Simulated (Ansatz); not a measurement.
# SiC (Moissanite 3C, F-43m): phonons and vibrational spectra, part 2 of 3

Aim: the phonons of SiC (Moissanite 3C, F-43m) at a cell relaxed beforehand at this level. After the zone centre comes a 4×4×4 q mesh on a 12×12×12 k mesh.

Ansatz 0.2.0; DFT LDA, scalar-relativistic, plane waves, PAW; PAW set soft_1.

So far. Step 2 (Modes at Γ): Before it was imposed, the acoustic sum rule was missed by 1.4e-4 eV/Å² and the charge sum rule by 6.7e-4 e. Small misses are needed for a sound result but don't prove that mesh and cutoff are converged. The lowest optical mode is real, 798 cm⁻¹.

### Step 3. Response at finite wavevector

Stability and thermal properties need the whole zone. Linear response on a 4×4×4 q mesh gives force constants as far as a supercell of that size would, and the tensors from the zone-centre run are typed in so that the long-range dipole term is interpolated apart.

input.yaml

```yaml
crystal:
  lattice:
    - [0.0, 2.1645341188, 2.1645341188]
    - [2.1645341188, 0.0, 2.1645341188]
    - [2.1645341188, 2.1645341188, 0.0]
  atoms:
    - { symbol: Si, position: [0.0, 0.0, 0.0] }
    - { symbol: C, position: [0.25, 0.25, 0.25] }
kpoints:
  mp_grid: { grid: [12, 12, 12] }
hamiltonian:
  xc: lda
  pseudopotentials: { kind: paw, azcp: { folder: soft_1 }, xc_functional: pbe }
scf:
  occupations: { method: fixed }
output:
  eigenvalues: true
phonons:
  method: dfpt
  qmesh: [4, 4, 4]
  temperatures: { t_max: 1000, t_step: 50 }
  qpath:
    path:
      - [[0.0, 0.0, 0.0], [-0.5, -0.5, 0.0], [-0.375, -0.375, 0.25]]
      - [[-0.375, 0.0, 0.375], [0.0, 0.0, 0.0], [0.0, 0.0, 0.5], [-0.5, -0.25, 0.25], [-0.5, -0.5, 0.0]]
    npoints: 10
  non_analytic_term:
    high_frequency_dielectric_tensor: [[6.9206, 0.0, 0.0], [0.0, 6.9206, 0.0], [0.0, 0.0, 6.9206]]
    born_effective_charges:
      - { species: Si, tensor: [[2.7312, 0.0, 0.0], [0.0, 2.7312, 0.0], [0.0, 0.0, 2.7312]] }
      - { species: C, tensor: [[-2.7312, 0.0, 0.0], [0.0, -2.7312, 0.0], [0.0, 0.0, -2.7312]] }
    source: "zone-centre run at this cell"
```

Started as:

```console
$ ansatz run input.yaml --threads 4 --pin off --max-ram 10240MiB --backend cpu --events-out ev --progress --plain --runs-dir out
```

Numbers of over 12 decimals in the logs are rounded to 6 here.

What it wrote:

```text
Warning: phonons: the dynamical matrix that this run interpolates holds no multipole term above the dipole-dipole one, and a site of this crystal is no centre of inversion, so its interpolated transverse optical and acoustic branches and sound speeds can stay off near Gamma, and the density of states and the thermodynamics with them. What a run solves at a wave vector of phonons.qpoints, Gamma apart, where the deck admits one, is free of this, and under fd what a larger phonons.supercell samples
[...]
Crystal: 2 atoms, lattice volume = 20.283 Å³
Basis set: ecut = 420 eV, 411 PW (Γ), exchange–correlation on 48×48×48 points (8 copies of the dense FFT grid, shifted against one another)
Bands: 8, of which v1, the nominal top of the filled ones, is band 4 counted from 1 (3 counted from 0)
Symmetry: 24 space group operations
k-points: 72 of 1728 (time reversal used)
[...]
SCF iter   1: F=—  HF=-853.799653 eV  |F-HF|=—  |Δ(HF+E_count)|=         —  Δρ=1.41e-1  dr2=4.89e0  ethr=3.10e-3  ⟨swp⟩=4.5  Hψ=4009  notcnv=0  defer=70
[...]
SCF iter   8: F=-852.205129 eV  HF=-852.205129 eV  |F-HF|=1.25e-12  |Δ(HF+E_count)|=  1.22e-10  Δρ=2.47e-7  dr2=5.03e-12  ethr=1.00e-12  ⟨swp⟩=6.2  Hψ=3866  notcnv=0
SCF 1 converged in 8 iterations: F = -852.205129 eV  dr2 = 5.03e-12
[...]
NSCF: frozen V_eff on 72 k-points
[...]
DFPT response loops at q = (0, 0, 0) (fractional): preconditioner auto → none (the input reference at scf.mixing.eps_inf says where Resta's filter doesn't serve); β = 0.50; Broyden in place of MSR1
[...]
SCF converged after 8 iterations
Free energy (F): -852.205129 eV
[...]
Internal energy: -852.205129 eV  (E = F + TS)
E sigma→0 (E₀):  -852.205129 eV
Fermi energy:    9.498477 eV
[...]
--- Band table (eV; the first three rows and the last of 72) ---
[...]
--- Phonons (Γ-DFPT): 2 representative perturbations + reference (Σ response iterations 6) ---
  ASR residual: 1.404e-4 → 0.000e0 eV/Å²; symmetrization residual: 2.105e-7 eV/Å²
  ASR residual per site (eV/Å²): 2.66e-5 1.40e-4
  Γ frequencies (cm⁻¹): 0.00 0.00 0.00 797.81 797.81 797.81
--- Phonons (arbitrary-q DFPT): 8 irreducible q on the 4×4×4 mesh ---
  q = [0.0000, 0.0000, 0.0000] (star 1, of the zone-centre solve; hermiticity 2.14e-8, symmetrization 3.07e-15): -0.00 0.00 0.00 797.81 797.81 797.81
  q = [0.0000, 0.0000, 0.2500] (star 8, 2 solved perturbations on 936 of 1728 k-point pairs; hermiticity 1.23e-8, symmetrization 4.84e-15): 196.09 196.09 406.24 784.07 784.07 925.22
[...]
q = [0.0000, 0.2500, 0.2500] (star 6, 4 solved perturbations in 1608 linear systems a pass and spin channel, the states on 510 of 1728 k-point pairs; hermiticity 8.36e-9, symmetrization 2.56e-15): 275.32 275.32 402.16 782.36 782.36 928.74
[...]
sum rule: each row above includes the acoustic sum rule's correction from the zone centre's row sums; it moved no ω² by more than (1.78 cm⁻¹)²
  mesh force constants: q→R imaginary residual 1.22e-18; ASR residual 1.404e-4 → 0.000e0 eV/Å²; symmetrization residual 1.421e-14 eV/Å²
  interpolated dispersion: 63 rows × 6 modes
  density of states and harmonic sums: on the 28×28×28 q-mesh, interpolated from the force constants of a 4×4×4 supercell (with the dipole–dipole term of supplied tensors)
  largest difference from the sums on the solved wave vectors: F 6.81e-3 eV, S 1.09e-5 and C_V 3.97e-6 eV/K
  zero-point energy: 0.222393 eV/cell   skipped modes (ω ≤ 0): 3   left out of the sums: 2.28e-5 of the cell's modes: C_V's classical limit lies that fraction below 3 k_B per atom; for a crystal, a wire or a layer, F and S can be off by more, and a phonons.interpolated_qmesh denser along its periods is the remedy for the sampling
```

Run time: 37 s. Hardware: 4 threads of Arm Neoverse V2, shared host; peak memory 0.97 GiB.

This step gave:

```yaml
sum_rule_residual_before_enforcement: 1.40e-4 eV/Å²
lowest_frequency_on_the_path: 0 cm⁻¹
highest_frequency_on_the_path_or_at_a_solved_wavevector: 973.3 cm⁻¹
mean_frequency: 597.9 cm⁻¹
debye_temperature_second_moment: 1190 K
logarithmic_mean_frequency: 544.8 cm⁻¹
lowest_mode_on_the_q_mesh_acoustic_modes_at_gamma_apart: 196.1 cm⁻¹
zero_point_energy_per_atom: 111.2 meV
heat_capacity_at_300_k: 13.42 J/(mol atoms K)
vibrational_entropy_at_300_k: 8.448 J/(mol atoms K)
edges_of_the_widest_gap_between_branches_on_path_and_mesh: 635, 744.6 cm⁻¹
```

Frequencies (cm⁻¹) solved at each irreducible wavevector; negative means imaginary. Frequencies by wavevector, by row:

| q in reciprocal lattice units | star | mode 1 | mode 2 | mode 3 | mode 4 | mode 5 | mode 6 |
| --- | --- | --- | --- | --- | --- | --- | --- |
| 0 0 0 | 1 | 0 | 0 | 0 | 797.8 | 797.8 | 797.8 |
| 0 0 0.25 | 8 | 196.1 | 196.1 | 406.2 | 784.1 | 784.1 | 925.2 |
| 0 0 -0.5 | 4 | 259.5 | 259.5 | 616 | 772.2 | 772.2 | 839.5 |
| 0 0.25 0.25 | 6 | 275.3 | 275.3 | 402.2 | 782.4 | 782.4 | 928.7 |
| 0 0.25 -0.5 | 24 | 327.4 | 404.5 | 544.4 | 768.3 | 777 | 862.1 |
| 0 0.25 -0.25 | 12 | 287.7 | 398.3 | 489.2 | 765.1 | 788.3 | 879.9 |
| 0 -0.5 -0.5 | 3 | 364.9 | 364.9 | 635 | 767.3 | 767.3 | 829.6 |
| 0.25 -0.5 -0.25 | 6 | 401.6 | 462.5 | 538.3 | 744.6 | 778.5 | 858.6 |

Interpolated from a 4×4×4 q mesh, with the LO-TO term (at Γ the limit along the path; where Γ stands inside the path, tables give the limit on arrival). Phonon branches along the path, in cm⁻¹:

| point | branch 1 | branch 2 | branch 3 | branch 4 | branch 5 | branch 6 |
| --- | --- | --- | --- | --- | --- | --- |
| Γ | 0 | 0 | 0 | 798 | 798 | 973 |
| halfway | 275 | 275 | 402 | 782 | 782 | 929 |
| X | 365 | 365 | 635 | 767 | 767 | 830 |
| halfway | 362 | 395 | 616 | 763 | 766 | 840 |
| U | 352 | 446 | 569 | 760 | 762 | 860 |
| jump to K | 352 | 446 | 569 | 760 | 762 | 860 |
| halfway | 229 | 322 | 420 | 776 | 796 | 904 |
| Γ | 0 | 0 | 0 | 798 | 798 | 973 |
| halfway | 196 | 196 | 406 | 784 | 784 | 925 |
| L | 260 | 260 | 616 | 772 | 772 | 840 |
| halfway | 327 | 390 | 562 | 767 | 772 | 860 |
| W | 402 | 462 | 538 | 745 | 778 | 859 |
| halfway | 383 | 403 | 598 | 754 | 773 | 846 |
| X | 365 | 365 | 635 | 767 | 767 | 830 |

The phonon branches as a text plot (rows in cm⁻¹):

```
    953 |******                   **********
    912 |      **               **          **
    872 |        ***     *******              **     ********
    831 |           *****                       *****        ****
    791 |*********          ***********************************
    750 |         **************                    *************
    710 |
    669 |
    629 |           ****                         **           ***
    588 |         **    ***                    **  ***      **
    547 |        *         *                          ******
    507 |                   ***               *
    466 |       *          *   *             *           ***
    426 |               *** *** *           *          **   **
    385 |      *      **       *                      * *********
    345 |    **  ***********     *         *         ***
    304 |       *           *** * **               ***
    264 |   *  *               * *        *    *****
    223 |    **                 * **         **
    182 |  **                    *  *    * **
    142 |  *                      ***     *
    101 | *                         **  **
     61 | *                          *  *
     20 |*                            **
         Γ           X  U|K            Γ         L        W     X
```

Tetrahedra on a 28×28×28 mesh, mean over bins of 10 cm-1. Interpolated from a 4×4×4 q mesh. Table of phonon density of states by wavenumber; read off at these points:

| wavenumber (cm⁻¹) | phonon density of states (1/cm⁻¹/cell) |
| --- | --- |
| 5 | 0 |
| 35 | 4.0e-5 |
| 55 | 1.2e-4 |
| 85 | 3.1e-4 |
| 105 | 4.8e-4 |
| 135 | 8.4e-4 |
| 165 | 0.00135 |
| 185 | 0.00181 |
| 215 | 0.00281 |
| 245 | 0.00471 |
| 265 | 0.00806 |
| 295 | 0.0091 |
| 315 | 0.00995 |
| 345 | 0.0120 |
| 365 | 0.0138 |
| 375 | 0.0109 |
| 395 | 0.00818 |
| 425 | 0.00701 |
| 455 | 0.00593 |
| 475 | 0.00244 |
| 505 | 0.00381 |
| 525 | 0.00614 |
| 545 | 0.0121 |
| 555 | 0.0102 |
| 585 | 0.00386 |
| 605 | 0.00209 |
| 635 | 9.0e-5 |
| 665 | 0 |
| 685 | 0 |
| 715 | 0 |
| 735 | 0 |
| 765 | 0.0475 |
| 775 | 0.0841 |
| 795 | 0.0149 |
| 815 | 0 |
| 845 | 0.0054 |
| 865 | 0.0308 |
| 875 | 0.0126 |
| 895 | 0.00562 |
| 925 | 0.00334 |
| 945 | 0.00229 |
| 975 | 1.2e-4 |

The partial phonon density of states has structure finer than the step of the table below, so its rows give means over 25 cm⁻¹, whole bins alone (the curve runs from -10 to 1011 cm⁻¹). Peaks (cm⁻¹: height): C 773.1: 0.0547, 863.0: 0.0218; Si 355.9: 0.0113, 548.4: 0.0103, 773.1: 0.0123, 863.0: 0.00226.

Phonopy on the run's constants, 21x21x21 mesh, Gaussian sigma 7.3 cm-1. Interpolated from a 4×4×4 q mesh. Table of partial phonon density of states by wavenumber; means over each step; values in 1/cm⁻¹/cell:

| wavenumber (cm⁻¹) | C | Si |
| --- | --- | --- |
| 25 | 5.2e-6 | 1.4e-5 |
| 50 | 3.3e-5 | 7.8e-5 |
| 75 | 7.4e-5 | 1.8e-4 |
| 100 | 1.2e-4 | 2.9e-4 |
| 125 | 2.3e-4 | 5.5e-4 |
| 150 | 3.0e-4 | 7.6e-4 |
| 175 | 4.3e-4 | 0.00112 |
| 200 | 6.3e-4 | 0.00169 |
| 225 | 8.8e-4 | 0.00248 |
| 250 | 0.00143 | 0.00428 |
| 275 | 0.00196 | 0.00623 |
| 300 | 0.00206 | 0.00715 |
| 325 | 0.00218 | 0.00842 |
| 350 | 0.00231 | 0.0103 |
| 375 | 0.00181 | 0.00927 |
| 400 | 0.00120 | 0.00658 |
| 425 | 0.00101 | 0.00596 |
| 450 | 8.5e-4 | 0.00512 |
| 475 | 5.4e-4 | 0.00234 |
| 500 | 6.0e-4 | 0.00303 |
| 525 | 7.0e-4 | 0.00624 |
| 550 | 6.2e-4 | 0.00935 |
| 575 | 2.7e-4 | 0.00505 |
| 600 | 9.0e-5 | 0.00249 |
| 625 | 1.3e-5 | 6.6e-4 |
| 650 | 0 | 3.0e-5 |
| 675 | 0 | 0 |
| 700 | 0 | 0 |
| 725 | 1.7e-4 | 6.5e-6 |
| 750 | 0.0116 | 0.00182 |
| 775 | 0.0435 | 0.0101 |
| 800 | 0.00976 | 0.00298 |
| 825 | 6.9e-4 | 4.1e-5 |
| 850 | 0.0118 | 0.00103 |
| 875 | 0.0135 | 0.00178 |
| 900 | 0.00432 | 0.00106 |
| 925 | 0.00255 | 8.3e-4 |
| 950 | 0.00144 | 5.5e-4 |
| 975 | 3.3e-4 | 1.4e-4 |

Second derivatives of the energy by pair, one row for each kind of neighbour of each atom listed. Each entry sums the pair over the periodic images of the supercell that the q mesh stands for, and in a polar crystal it holds the long-range dipole part too. Force constants by pair, by row:

| atom | neighbour | distance (Å) | third of the trace (eV/Å²) | along the pair's line (eV/Å²) |
| --- | --- | --- | --- | --- |
| Si1 | itself | 0 | 25.99 | – |
| Si1 | C | 1.875 | -5.415 | -10.43 |
| Si1 | Si | 3.061 | -0.2532 | -2.539 |
| Si1 | C | 3.589 | -0.0317 | 0.5408 |
| Si1 | Si | 4.329 | -0.0498 | -0.3779 |
| Si1 | C | 4.717 | 0.0669 | 0.5006 |
| Si1 | Si | 5.302 | -0.1027 | -0.3233 |
| Si1 | C | 5.624 | 0.0398 | 0.1465 |
| Si1 | C | 5.624 | 0.0224 | 0.1373 |
| C2 | itself | 0 | 25.05 | – |
| C2 | Si | 1.875 | -5.415 | -10.43 |
| C2 | C | 3.061 | -0.2733 | -1.701 |
| C2 | Si | 3.589 | -0.0317 | 0.5408 |
| C2 | C | 4.329 | 0.0093 | -0.1894 |
| C2 | Si | 4.717 | 0.0669 | 0.5006 |
| C2 | C | 5.302 | -0.0252 | -0.1748 |
| C2 | Si | 5.624 | 0.0398 | 0.1465 |
| C2 | Si | 5.624 | 0.0224 | 0.1373 |

Harmonic thermodynamic functions per atom, from the density of states. Interpolated from a 4×4×4 q mesh. Thermodynamic functions, by row:

| T (K) | F_vib (meV/atom) | S (J/mol-atom/K) | C_V (J/mol-atom/K) |
| --- | --- | --- | --- |
| 0 | 111.2 | 0 | 0 |
| 50 | 111.2 | 0.074 | 0.257 |
| 100 | 111 | 0.747 | 2.21 |
| 200 | 108.7 | 4.086 | 8.187 |
| 300 | 102.2 | 8.448 | 13.42 |
| 400 | 91.15 | 12.84 | 16.99 |
| 500 | 75.72 | 16.89 | 19.27 |
| 600 | 56.28 | 20.55 | 20.75 |
| 700 | 33.26 | 23.82 | 21.74 |
| 800 | 7.01 | 26.77 | 22.42 |
| 900 | -22.14 | 29.44 | 22.91 |
| 1000 | -53.94 | 31.88 | 23.28 |

Harmonic mean-square displacement, third of the trace. Interpolated from a 4×4×4 q mesh. Mean square displacements, by row:

| T (K) | Si1 U_eq (Å²) | C2 U_eq (Å²) |
| --- | --- | --- |
| 0 | 0.00153 | 0.00223 |
| 100 | 0.00162 | 0.00231 |
| 300 | 0.00249 | 0.00299 |
| 600 | 0.00434 | 0.00464 |

Symmetry leaves 8 wavevectors to solve. The lowest mode among them, the acoustic zeros apart, lies at q = (0, 0, 0.25) and is real, 196 cm⁻¹.

(Continued in part 3 of 3.)

[Logs are printed without paths, hosts, clocks, repeated set-up lines and the standing remarks that a program may print on its own settings, such as how far it seeks lower states.]

[Hosts, paths, dates, database ids (printed as entryN), source tags and the programs' standing remarks are cut or masked in the printed files.]
